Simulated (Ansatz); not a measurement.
**How RbZnCl3 (model structure) absorbs and reflects light**

Wanted: where RbZnCl3 (model structure) starts to absorb, how strongly, and its refractive index. The structure is a model built here, which may or may not match a known phase. It was built so: All F replaced by Cl and K replaced by Rb in the Pm-3m structure of KZnF3.

Main program and level: Ansatz 0.2.0; DFT, PBE, plane-wave PAW, default files, scalar-relativistic, independent-particle optical response without local fields.

### Step 1. Starting point

It takes space group Pm-3m (No. 221, cubic). Conventional cell: a = 5.167 Å, b = 5.167 Å, c = 5.167 Å, α = 90.00°, β = 90.00°, γ = 90.00°. Nearest to Rb lie 12 Cl at 3.65 Å. Nearest to Zn lie 6 Cl at 2.58 Å. Nearest to Cl lie 2 Zn at 2.58 Å and 4 Rb at 3.65 Å. All F replaced by Cl and K replaced by Rb in the Pm-3m structure of KZnF3. Farther neighbours and most contacts between anions are not listed.

### Step 2. Relaxation

The structure was built or cut out here, so it is relaxed before any spectrum is computed.

This step: DFT, PBE, plane-wave PAW, default files, scalar-relativistic, relaxation (Ansatz 0.2.0).

input.yaml

```yaml
crystal:
  lattice:
    - [5.16701613, 0.0, 0.0]
    - [0.0, 5.16701613, 0.0]
    - [0.0, 0.0, 5.16701613]
  atoms:
    - { symbol: Rb, position: [0.0, 0.0, 0.0] }
    - { symbol: Zn, position: [0.5, 0.5, 0.5] }
    - { symbol: Cl, position: [0.5, 0.0, 0.5] }
    - { symbol: Cl, position: [0.0, 0.5, 0.5] }
    - { symbol: Cl, position: [0.5, 0.5, 0.0] }
kpoints:
  mp_grid: { grid: [5, 5, 5] }
scf:
  occupations: { method: fermi_dirac, width: 0.05 }
hamiltonian:
  xc: pbe
  pseudopotentials: { kind: paw }
output:
  forces: true
  stress: true
relax:
  f_tol: 0.02
  max_steps: 50
  cell: {}
```

Started as:

```bash
$ ansatz run input.yaml --threads 2 --pin off --max-ram 5120MiB --backend cpu --events-out ev --progress --plain --runs-dir out
```

Numbers of over 12 decimals in the logs are rounded to 6 here.

What it wrote:

```text
Engine: ansatz 0.2.0, x86_64-unknown-linux-gnu
Pseudopotentials: kind: paw
Pseudopotential: Rb, paw, valence charge 9, recommended cutoff 420 eV (normal), Rb.paw.azcp
Pseudopotential: Zn, paw, valence charge 12, recommended cutoff 420 eV (normal), Zn.paw.azcp
Pseudopotential: Cl, paw, valence charge 7, recommended cutoff 420 eV (normal), Cl.paw.azcp
Functional definition: PBE
  parameter kappa = 0.804
  parameter beta = 0.066725
  exchange = pbe_x(kappa = kappa, mu = beta*pi^2/3)
  correlation = pbe_c(beta = beta)
Crystal: 5 atoms, lattice volume = 137.949 Å³
Basis set: ecut = 420 eV, 2721 PW (Γ), exchange–correlation on 72×72×72 points (8 copies of the dense FFT grid, shifted against one another)
Bands: 26, of which v1, the nominal top of the filled ones, is band 21 counted from 1 (20 counted from 0)
Symmetry: 48 space group operations
Space group: Pm-3m (ITA 221), of the structure as read, at distance tolerance 5.2e-5 Å
k-points: 10 of 125
Non-local potential: Rb, projectors of the file, l = 0: 3, l = 1: 2, l = 2: 2
Non-local potential: Zn, projectors of the file, l = 0: 2, l = 1: 2, l = 2: 3, l = 3: 1
Non-local potential: Cl, projectors of the file, l = 0: 2, l = 1: 2, l = 2: 2
PAW form: soft (Blöchl's): semilocal exchange-correlation on the pseudo side does not see the compensation charge
PAW one-centre angular grid: Rb, 110 points (default); XC on 64 Gauss nodes
PAW one-centre angular grid: Zn, 590 points (default); XC on 64 Gauss nodes
PAW one-centre angular grid: Cl, 110 points (default); XC on 64 Gauss nodes
Initial density: superposition of atomic densities (neutral atoms: chi_scale 0, normalization atom), corrected by the library's trained network
Initial wavefunctions: pseudopotential atomic-orbital guess
Functional: x = pbe(κ = 0.804, μ = 0.219515), c = pbe(β = 0.066725)
SCF iter   1: F=—  HF=-9831.881414 eV  |F-HF|=—  |Δ(HF+E_count)|=         —  Δρ=5.96e-4  dr2=2.25e-4  ethr=1.77e-3  ⟨swp⟩=9.1  Hψ=1396  notcnv=0
preconditioner: auto → Resta (q_TF=auto, 2.238 Å⁻¹)  ε∞=3.8  [insulator: Δε(μ)=1.138 eV  Ē_g=12.050 eV  σ=0.050 eV  W_gap=1.00  n_scr=26 (ndim 8)  ℏωp=20.0 eV  f_vac=0.045  D(μ)=0.00/eV (n_scr^D=0)  ε∞_Penn≈3.8]
SCF iter   2: F=—  HF=-9831.881553 eV  |F-HF|=—  |Δ(HF+E_count)|=   1.39e-4  Δρ=1.75e-4  dr2=1.88e-5  ethr=5.36e-7  ⟨swp⟩=3.1  Hψ=628  notcnv=0
SCF iter   3: F=—  HF=-9831.881575 eV  |F-HF|=—  |Δ(HF+E_count)|=   2.25e-5  Δρ=1.15e-4  dr2=9.00e-6  ethr=4.46e-8  ⟨swp⟩=2.0  Hψ=428  notcnv=0
SCF iter   4: F=—  HF=-9831.881583 eV  |F-HF|=—  |Δ(HF+E_count)|=   7.66e-6  Δρ=2.60e-5  dr2=7.64e-7  ethr=2.14e-8  ⟨swp⟩=2.2  Hψ=402  notcnv=0
SCF iter   5: F=—  HF=-9831.881585 eV  |F-HF|=—  |Δ(HF+E_count)|=   2.17e-6  Δρ=8.86e-6  dr2=1.56e-7  ethr=1.82e-9  ⟨swp⟩=2.0  Hψ=443  notcnv=0
SCF iter   6: F=-9831.881586 eV  HF=-9831.881586 eV  |F-HF|=8.73e-11  |Δ(HF+E_count)|=   3.38e-7  Δρ=2.84e-6  dr2=1.16e-8  ethr=2.38e-10  ⟨swp⟩=4.1  Hψ=917  notcnv=0
SCF 1 converged in 6 iterations: F = -9831.881586 eV  dr2 = 1.16e-8
  greatest PAW one-centre occupation: 0.988 electrons in one spin orbital (limit 2), on the Zn atom at site 1 (counted from 0), in its partial waves of l = 2
relax step   1: F+E_penalty+E_count = -9831.88158563 eV  Δ(F+E_penalty+E_count) = +0.000e0 eV  max|allowed force component| = 9.032e-30 eV/Å  Δτ_max = 0.0000 Å  P = -2.629 GPa  Ω = 137.949 Å³  (6 SCF iters, dr2 threshold 1.00e-7 eV, accepted)
Crystal: 5 atoms, lattice volume = 129.978 Å³
Basis set: ecut = 420 eV, 2517 PW (Γ), exchange–correlation on 72×72×72 points (8 copies of the dense FFT grid, shifted against one another)
Initial density: handed on by an earlier stage of this run
Initial wavefunctions: those handed on with the density
iter 1 solved again at ethr=2.18e-5 eV; its pass at ethr=3.10e-3 eV (dr2=9.14e-3 eV) is discarded
SCF iter   1: F=—  HF=-9831.981972 eV  |F-HF|=—  |Δ(HF+E_count)|=         —  Δρ=2.17e-3  dr2=9.16e-3  ethr=2.18e-5  ⟨swp⟩=1.1  Hψ=1424  notcnv=0
preconditioner: auto → Resta (q_TF=auto, 2.260 Å⁻¹)  ε∞=3.8  [insulator: Δε(μ)=1.307 eV  Ē_g=12.284 eV  σ=0.050 eV  W_gap=1.00  n_scr=26 (ndim 8)  ℏωp=20.6 eV  f_vac=0.028  D(μ)=0.00/eV (n_scr^D=0)  ε∞_Penn≈3.8]
SCF iter   2: F=—  HF=-9831.978975 eV  |F-HF|=—  |Δ(HF+E_count)|=   3.00e-3  Δρ=9.50e-4  dr2=1.94e-3  ethr=2.18e-5  ⟨swp⟩=2.0  Hψ=366  notcnv=0
SCF iter   3: F=—  HF=-9831.978219 eV  |F-HF|=—  |Δ(HF+E_count)|=   7.56e-4  Δρ=5.75e-4  dr2=8.72e-4  ethr=4.62e-6  ⟨swp⟩=2.2  Hψ=345  notcnv=0
SCF iter   4: F=—  HF=-9831.977927 eV  |F-HF|=—  |Δ(HF+E_count)|=   2.92e-4  Δρ=2.61e-4  dr2=1.01e-4  ethr=2.08e-6  ⟨swp⟩=2.4  Hψ=424  notcnv=0
SCF iter   5: F=—  HF=-9831.977892 eV  |F-HF|=—  |Δ(HF+E_count)|=   3.45e-5  Δρ=4.47e-5  dr2=3.22e-6  ethr=2.40e-7  ⟨swp⟩=2.8  Hψ=523  notcnv=0
SCF iter   6: F=-9831.977894 eV  HF=-9831.977894 eV  |F-HF|=2.78e-7  |Δ(HF+E_count)|=   1.28e-6  Δρ=1.71e-5  dr2=2.09e-7  ethr=1.19e-9  ⟨swp⟩=5.0  Hψ=1004  notcnv=0
SCF 2 converged in 6 iterations: F = -9831.977894 eV  dr2 = 2.09e-7
relax step   2: F+E_penalty+E_count = -9831.97789386 eV  Δ(F+E_penalty+E_count) = -9.631e-2 eV  max|allowed force component| = 8.415e-30 eV/Å  Δτ_max = 0.0000 Å  P = -1.107 GPa  Ω = 129.978 Å³  energy of the carried Pulay correction = +1.006e-3 eV  (6 SCF iters, dr2 threshold 5.00e-7 eV, accepted)
Crystal: 5 atoms, lattice volume = 124.737 Å³
Basis set: ecut = 420 eV, 2469 PW (Γ), exchange–correlation on 72×72×72 points (8 copies of the dense FFT grid, shifted against one another)
iter 1 solved again at ethr=9.57e-6 eV; its pass at ethr=3.10e-3 eV (dr2=4.02e-3 eV) is discarded
SCF iter   1: F=—  HF=-9831.995368 eV  |F-HF|=—  |Δ(HF+E_count)|=         —  Δρ=1.48e-3  dr2=4.04e-3  ethr=9.57e-6  ⟨swp⟩=1.0  Hψ=1453  notcnv=0
preconditioner: auto → Resta (q_TF=auto, 2.276 Å⁻¹)  ε∞=3.9  [insulator: Δε(μ)=1.469 eV  Ē_g=12.426 eV  σ=0.050 eV  W_gap=1.00  n_scr=26 (ndim 8)  ℏωp=21.0 eV  f_vac=0.026  D(μ)=0.00/eV (n_scr^D=0)  ε∞_Penn≈3.9]
SCF iter   2: F=—  HF=-9831.994055 eV  |F-HF|=—  |Δ(HF+E_count)|=   1.31e-3  Δρ=6.72e-4  dr2=8.92e-4  ethr=9.57e-6  ⟨swp⟩=2.0  Hψ=342  notcnv=0
SCF iter   3: F=—  HF=-9831.993724 eV  |F-HF|=—  |Δ(HF+E_count)|=   3.30e-4  Δρ=4.01e-4  dr2=3.99e-4  ethr=2.12e-6  ⟨swp⟩=2.3  Hψ=367  notcnv=0
SCF iter   4: F=—  HF=-9831.993571 eV  |F-HF|=—  |Δ(HF+E_count)|=   1.53e-4  Δρ=1.77e-4  dr2=4.17e-5  ethr=9.49e-7  ⟨swp⟩=2.4  Hψ=437  notcnv=0
SCF iter   5: F=—  HF=-9831.993569 eV  |F-HF|=—  |Δ(HF+E_count)|=   1.94e-6  Δρ=2.77e-5  dr2=1.14e-6  ethr=9.93e-8  ⟨swp⟩=2.6  Hψ=479  notcnv=0
SCF iter   6: F=-9831.993570 eV  HF=-9831.993569 eV  |F-HF|=1.02e-7  |Δ(HF+E_count)|=   5.74e-7  Δρ=1.09e-5  dr2=7.97e-8  ethr=1.19e-9  ⟨swp⟩=4.5  Hψ=940  notcnv=0
SCF 3 converged in 6 iterations: F = -9831.993570 eV  dr2 = 7.97e-8
relax step   3: F+E_penalty+E_count = -9831.99356960 eV  Δ(F+E_penalty+E_count) = -1.568e-2 eV  max|allowed force component| = 7.021e-30 eV/Å  Δτ_max = 0.0000 Å  P = +0.246 GPa  Ω = 124.737 Å³  energy of the carried Pulay correction = +1.701e-3 eV  (6 SCF iters, dr2 threshold 5.00e-7 eV, accepted)
[...]
relax step   4: F+E_penalty+E_count = -9831.99410082 eV  Δ(F+E_penalty+E_count) = -5.312e-4 eV  max|allowed force component| = 6.784e-30 eV/Å  Δτ_max = 0.0000 Å  P = -0.016 GPa  Ω = 125.659 Å³  energy of the carried Pulay correction = +1.577e-3 eV  (5 SCF iters, dr2 threshold 1.52e-7 eV, accepted)
Initial wavefunctions: pseudopotential atomic-orbital guess (no wavefunctions were taken with the density)
iter 1 solved again at ethr=1.85e-7 eV; its pass at ethr=3.10e-3 eV (dr2=7.75e-5 eV) is discarded
SCF iter   1: F=—  HF=-9831.992610 eV  |F-HF|=—  |Δ(HF+E_count)|=         —  Δρ=8.74e-5  dr2=2.95e-6  ethr=1.85e-7  ⟨swp⟩=4.1  Hψ=2093  notcnv=0
preconditioner: auto → Resta (q_TF=auto, 2.273 Å⁻¹)  ε∞=3.9  [insulator: Δε(μ)=1.470 eV  Ē_g=12.382 eV  σ=0.050 eV  W_gap=1.00  n_scr=26 (ndim 8)  ℏωp=21.0 eV  f_vac=0.028  D(μ)=0.00/eV (n_scr^D=0)  ε∞_Penn≈3.9]
SCF iter   2: F=—  HF=-9831.992566 eV  |F-HF|=—  |Δ(HF+E_count)|=   4.35e-5  Δρ=1.24e-4  dr2=9.41e-6  ethr=7.03e-9  ⟨swp⟩=2.1  Hψ=418  notcnv=0
SCF iter   3: F=—  HF=-9831.992566 eV  |F-HF|=—  |Δ(HF+E_count)|=   7.99e-8  Δρ=2.27e-5  dr2=2.68e-7  ethr=7.03e-9  ⟨swp⟩=2.0  Hψ=357  notcnv=0
SCF iter   4: F=—  HF=-9831.992565 eV  |F-HF|=—  |Δ(HF+E_count)|=   5.17e-7  Δρ=3.10e-6  dr2=3.20e-9  ethr=6.37e-10  ⟨swp⟩=2.0  Hψ=364  notcnv=0
SCF iter   5: F=—  HF=-9831.992565 eV  |F-HF|=—  |Δ(HF+E_count)|=   3.25e-8  Δρ=5.26e-7  dr2=1.43e-10  ethr=7.63e-12  ⟨swp⟩=2.2  Hψ=454  notcnv=0
SCF iter   6: F=-9831.992565 eV  HF=-9831.992565 eV  |F-HF|=1.82e-11  |Δ(HF+E_count)|=  4.07e-10  Δρ=1.03e-7  dr2=1.07e-11  ethr=1.00e-12  ⟨swp⟩=5.0  Hψ=1023  notcnv=0
SCF 5 converged in 6 iterations: F = -9831.992565 eV  dr2 = 1.07e-11
relax step   5: F+E_penalty+E_count = -9831.99256550 eV  Δ(F+E_penalty+E_count) = +1.535e-3 eV  max|allowed force component| = 6.666e-30 eV/Å  Δτ_max = 0.0000 Å  P = -0.018 GPa  Ω = 125.659 Å³  stress off target by 1.80e-2 GPa  SCF on the basis re-selected at this cell (its energy is not comparable with the rows above)  (6 SCF iters)
basis re-selected at this cell: Δ(F+E_penalty+E_count) = +1.535e-3 eV, ΔP = -0.002 GPa vs the last step (what re-selecting the basis moved, of the pressure what is left beyond the Pulay correction that the steps carried, after the strain that the cell walked since its last selection, with what the two solves' SCF thresholds leave and, on support functions, any second-order correction that the steps lacked; it is no m [...]
SCF converged after 6 iterations
Free energy (F): -9831.992565 eV
Harris-Foulkes:  -9831.992565 eV  (|F-HF|=1.82e-11)
Internal energy: -9831.992565 eV  (E = F + TS)
E sigma→0 (E₀):  -9831.992565 eV
Entropy (-TS):   -0.000000 eV (-0.000 meV/atom)
Fermi energy:    3.654170 eV
--- Per-component energies (eV) ---
  E_band       = -132.990879
  E_kinetic    = 806.804384
  E_local      = -3371.950710  (includes V_loc(G=0)·N_el)
  E_nonlocal   = 878.107337
  E_hartree    = 1271.069830
  E_xc         = -588.174931
  E_vxc        = -553.784927  (∫ρ·V_xc dr)
  E_paw        = -6429.478114  (= ΣΔE_a)
  E_vpaw       = -434.306552  (= ΣTr[D̂ρ^β])
  E_aug_tail   = -0.000107  (compensation charges beyond the density's cutoff)
  E_ewald      = -2398.370255
  E_smearing   = -0.000000  (= −TS)
  E_closure    = 0.000000  (closes the sum)
  Σ components = -9831.992565   (vs F -9831.992565, Δ=0.00e0)
--- Forces (eV/Å), atoms counted from 1 ---
  atom   1  Rb     0.00000000     0.00000000     0.00000000
  atom   2  Zn    -0.00000000    -0.00000000    -0.00000000
  atom   3  Cl     0.00000000     0.00000000    -0.00000000
  atom   4  Cl    -0.00000000    -0.00000000     0.00000000
  atom   5  Cl     0.00000000    -0.00000000    -0.00000000
  max |Σ_I F_I| component: 8.74e-30 eV/Å
--- Stress (GPa, compression-positive) ---
       -0.017953       0.000000      -0.000000
        0.000000      -0.017953       0.000000
       -0.000000       0.000000      -0.017953
  P = ⅓ Tr σ = -0.0180 GPa (-0.180 kbar)
--- Relaxed structure (4 steps of the walk, 4 accepted, 1 SCFs on fresh bases) ---
  F+E_penalty+E_count = -9831.99256550 eV   max|allowed force component| = 6.666e-30 eV/Å   (the final SCF, on the basis selected at the relaxed cell)
  cell:  # Å, volume = 125.6589 Å³
    - [5.008770, 0, 0]
    - [0, 5.008770, 0]
    - [0, 0, 5.008770]
  atoms:
    - { symbol: Rb, position: [0, 0, 0] }
    - { symbol: Zn, position: [0.5, 0.5, 0.5] }
    - { symbol: Cl, position: [0.5, 0, 0.5] }
    - { symbol: Cl, position: [0, 0.5, 0.5] }
    - { symbol: Cl, position: [0.5, 0.5, 0] }
```

It took 2.3 s on 2 threads of AMD EPYC 9R45, shared host; peak memory 0.47 GiB.

Step by step:

| step | energy less that of the first step (eV) | largest force component (eV/Å) | pressure (GPa) | volume (Å³) |
| --- | --- | --- | --- | --- |
| 1 | 0.0000 | 0.0000 | -2.63 | 137.95 |
| 2 | -0.0963 | 0.0000 | -1.11 | 129.98 |
| 3 | -0.1120 | 0.0000 | 0.25 | 124.74 |
| 4 | -0.1125 | 0.0000 | -0.02 | 125.66 |
| 5* | -0.1110 | 0.0000 | -0.02 | 125.66 |

Relaxation steps marked * repeat the geometry before them on a plane-wave basis chosen anew for their cell, so energy and pressure can jump there.

The run keeps the 48 symmetry operations that it works with, so distortions that break them were not tested.

| conventional cell, symmetrised | before | after | change |
| --- | --- | --- | --- |
| a (Å) | 5.167 | 5.009 | -3.1 % |
| b (Å) | 5.167 | 5.009 | -3.1 % |
| c (Å) | 5.167 | 5.009 | -3.1 % |
| volume (Å³/atom) | 27.59 | 25.13 | -8.9 % |

The relaxation ends with a pressure of -0.02 GPa.

### Step 3. Ground state and bands

First the ground state: is it a metal or has it a gap?

This step: DFT, PBE, plane-wave PAW, default files, scalar-relativistic, ground state (Ansatz 0.2.0).

input.yaml

```yaml
crystal:
  lattice:
    - [5.0087695717, 0.0, 0.0]
    - [0.0, 5.0087695717, 0.0]
    - [0.0, 0.0, 5.0087695717]
  atoms:
    - { symbol: Rb, position: [0.0, 0.0, 0.0] }
    - { symbol: Zn, position: [0.5, 0.5, 0.5] }
    - { symbol: Cl, position: [0.5, 0.0, 0.5] }
    - { symbol: Cl, position: [0.0, 0.5, 0.5] }
    - { symbol: Cl, position: [0.5, 0.5, 0.0] }
kpoints:
  mp_grid: { grid: [5, 5, 5] }
  band_path:
    path:
      - [[0.0, 0.0, 0.0], [0.0, 0.5, 0.0], [0.5, 0.5, 0.0], [0.0, 0.0, 0.0], [0.5, 0.5, 0.5], [0.0, 0.5, 0.0]]
      - [[0.5, 0.5, 0.0], [0.5, 0.5, 0.5]]
    npoints: 11
scf:
  occupations: { method: fermi_dirac, width: 0.05 }
  n_extra_bands: 9
hamiltonian:
  xc: pbe
  pseudopotentials: { kind: paw }
output:
  forces: true
  stress: true
  populations: true
  write_bands: true
  write_density: true
  write_potential: true
  elf: true
  volumetric_format: npy
```

What it wrote:

```text
[...]
Crystal: 5 atoms, lattice volume = 125.659 Å³
Basis set: ecut = 420 eV, 2517 PW (Γ), exchange–correlation on 72×72×72 points (8 copies of the dense FFT grid, shifted against one another)
Bands: 30, of which v1, the nominal top of the filled ones, is band 21 counted from 1 (20 counted from 0)
Symmetry: 48 space group operations
[...]
k-points: 10 of 125
[...]
SCF iter   1: F=—  HF=-9831.992540 eV  |F-HF|=—  |Δ(HF+E_count)|=         —  Δρ=4.14e-4  dr2=1.12e-4  ethr=1.77e-3  ⟨swp⟩=8.0  Hψ=1541  notcnv=0  defer=2
[...]
SCF iter   6: F=-9831.992565 eV  HF=-9831.992565 eV  |F-HF|=6.54e-9  |Δ(HF+E_count)|=   1.21e-7  Δρ=2.55e-6  dr2=9.76e-9  ethr=2.05e-10  ⟨swp⟩=11.4  Hψ=2182  notcnv=0
SCF 1 converged in 6 iterations: F = -9831.992565 eV  dr2 = 9.76e-9
[...]
NSCF: frozen V_eff on 68 k-points
SCF converged after 6 iterations
Free energy (F): -9831.992565 eV
[...]
Internal energy: -9831.992565 eV  (E = F + TS)
E sigma→0 (E₀):  -9831.992565 eV
Entropy (-TS):   -0.000000 eV (-0.000 meV/atom)
Fermi energy:    3.654153 eV
[...]
--- Stress (GPa, compression-positive) ---
       -0.018004       0.000000       0.000000
        0.000000      -0.018004       0.000000
        0.000000       0.000000      -0.018004
  P = ⅓ Tr σ = -0.0180 GPa (-0.180 kbar)
--- Band table (eV; the first three rows and the last of 10) ---
  k-point 0: bands = [... 17 lower, 2.1733, 2.4845, 2.4845, 2.4845, 4.2905, 8.7323, 9.8544, 9.8544, ... 5 higher]
  k-point 1: bands = [... 17 lower, 2.1142, 2.1142, 2.4113, 2.4113, 5.1668, 9.2474, 10.1919, 10.2863, ... 5 higher]
  k-point 2: bands = [... 17 lower, 2.0098, 2.0098, 2.3003, 2.3003, 6.7265, 10.3187, 10.9178, 11.1529, ... 5 higher]
  k-point 9: bands = [... 17 lower, 2.4442, 2.8114, 2.8114, 2.8214, 8.6560, 9.6622, 9.6622, 10.3731, ... 5 higher]
--- Löwdin populations: 5 sites ---
  site symbol       q [e]
     0     Rb      8.2621
     1     Zn     10.6359
     2     Cl      7.6294
     3     Cl      7.6294
     4     Cl      7.6294
  spilling = 0.005092 (of n_electrons = 42.000000)
```

Elapsed: 1.7 s, on 2 threads; peak memory 0.48 GiB; 3.1 s of CPU time.

The column dr2 measures how far the density is from self-consistency, as an energy; F and HF (Harris–Foulkes) agree once it is small.

Numbers from this step:

```
free energy                  : -9831.9926 eV
Fermi energy                 : 3.654 eV
gap by band count            : 1.469 eV
electrons                    : 42
symmetry operations          : 48
pressure                     : -0.01800 GPa
volume                       : 125.7 Å³
gap on the path              : 1.391 eV
least direct gap on the path : 1.806 eV
```

There is a gap, 1.39 eV on the path, so no carriers' term is needed. The cell is left with a pressure of 0.0 GPa after its relaxation.

The electronic bands at the labelled points (eV, zero at the Fermi level; v1 is the highest filled band, c1 the lowest empty one):

| point | v4 | v3 | v2 | v1 | c1 | c2 | c3 | c4 |
| --- | --- | --- | --- | --- | --- | --- | --- | --- |
| Γ | -1.48 | -1.17 | -1.17 | -1.17 | 0.64 | 5.08 | 6.20 | 6.20 |
| 0.55 of the way | -1.58 | -1.58 | -1.29 | -1.29 | 2.08 | 5.98 | 6.79 | 6.95 |
| X | -1.66 | -1.66 | -1.37 | -1.37 | 3.44 | 6.87 | 7.45 | 7.61 |
| 0.55 of the way | -1.73 | -1.59 | -1.20 | -1.03 | 4.08 | 6.94 | 7.57 | 7.91 |
| M | -1.78 | -1.78 | -0.90 | -0.78 | 5.26 | 6.57 | 6.57 | 8.16 |
| 0.55 of the way | -1.62 | -1.40 | -1.38 | -1.05 | 2.38 | 6.24 | 7.02 | 7.12 |
| Γ | -1.48 | -1.17 | -1.17 | -1.17 | 0.64 | 5.08 | 6.20 | 6.20 |
| 0.55 of the way | -1.98 | -1.09 | -1.01 | -1.01 | 3.47 | 6.73 | 7.31 | 7.31 |
| R | -0.89 | -0.76 | -0.76 | -0.76 | 5.49 | 5.49 | 5.49 | 6.47 |
| 0.45 of the way | -1.33 | -1.15 | -1.05 | -0.97 | 4.47 | 6.33 | 7.19 | 7.23 |
| X | -1.66 | -1.66 | -1.37 | -1.37 | 3.44 | 6.87 | 7.45 | 7.61 |
| jump to M | -1.78 | -1.78 | -0.90 | -0.78 | 5.26 | 6.57 | 6.57 | 8.16 |
| 0.45 of the way | -1.19 | -1.19 | -0.90 | -0.77 | 5.40 | 6.08 | 6.08 | 7.20 |
| R | -0.89 | -0.76 | -0.76 | -0.76 | 5.49 | 5.49 | 5.49 | 6.47 |

ELF in the ac plane at fractional y = 0.500, with atoms of Zn and Cl within 0.2 Å of it. It is the smooth field of the valence electrons, not physical close to the nuclei.

Ten even steps from '0' (0.00) to '9' (0.88), each cell a mean:
```
00169975998400
00037999985100
53013688752014
87411223210258
99731111111589
89951100012799
37951000013895
68951100012897
99841110112699
98621111111379
75202455531136
21026899974001
00158987997300
00279963898500
```
Atoms in or near the plane, at fractional coordinates: Zn at (0.50, 0.50), Cl at (0.00, 0.50), Cl at (0.50, 0.00).

Valence density in the ac plane at fractional y = 0.500, with atoms of Zn and Cl within 0.2 Å of it. It is the smooth field of the valence electrons, not physical close to the nuclei.

Ten steps, logarithmic in the rise over the least value, from '_' (0 e/Å³) to '@' (33 e/Å³), each cell a mean:
```
________::--------::..______
________..::------::________
__________..::::....________
....________......________..
--::..____..::::..____..::::
----::....::++**==......----
..----....==%%@@**::..::----
----::....--##%%++::..::----
----::..__..--==::..__..::--
::....______......______..::
__________........__________
________..::::--::..________
________..--------::..______
________::----..----..______
```
Atoms in or near the plane, at fractional coordinates: Zn at (0.50, 0.50), Cl at (0.00, 0.50), Cl at (0.50, 0.00).

(Continued in part 2 of 2.)

[Logs are printed without paths, hosts, clocks, repeated set-up lines and the standing remarks that a program may print on its own settings, such as how far it seeks lower states.]

[Hosts, paths, dates, database ids (printed as entryN), source tags and the programs' standing remarks are cut or masked in the printed files.]
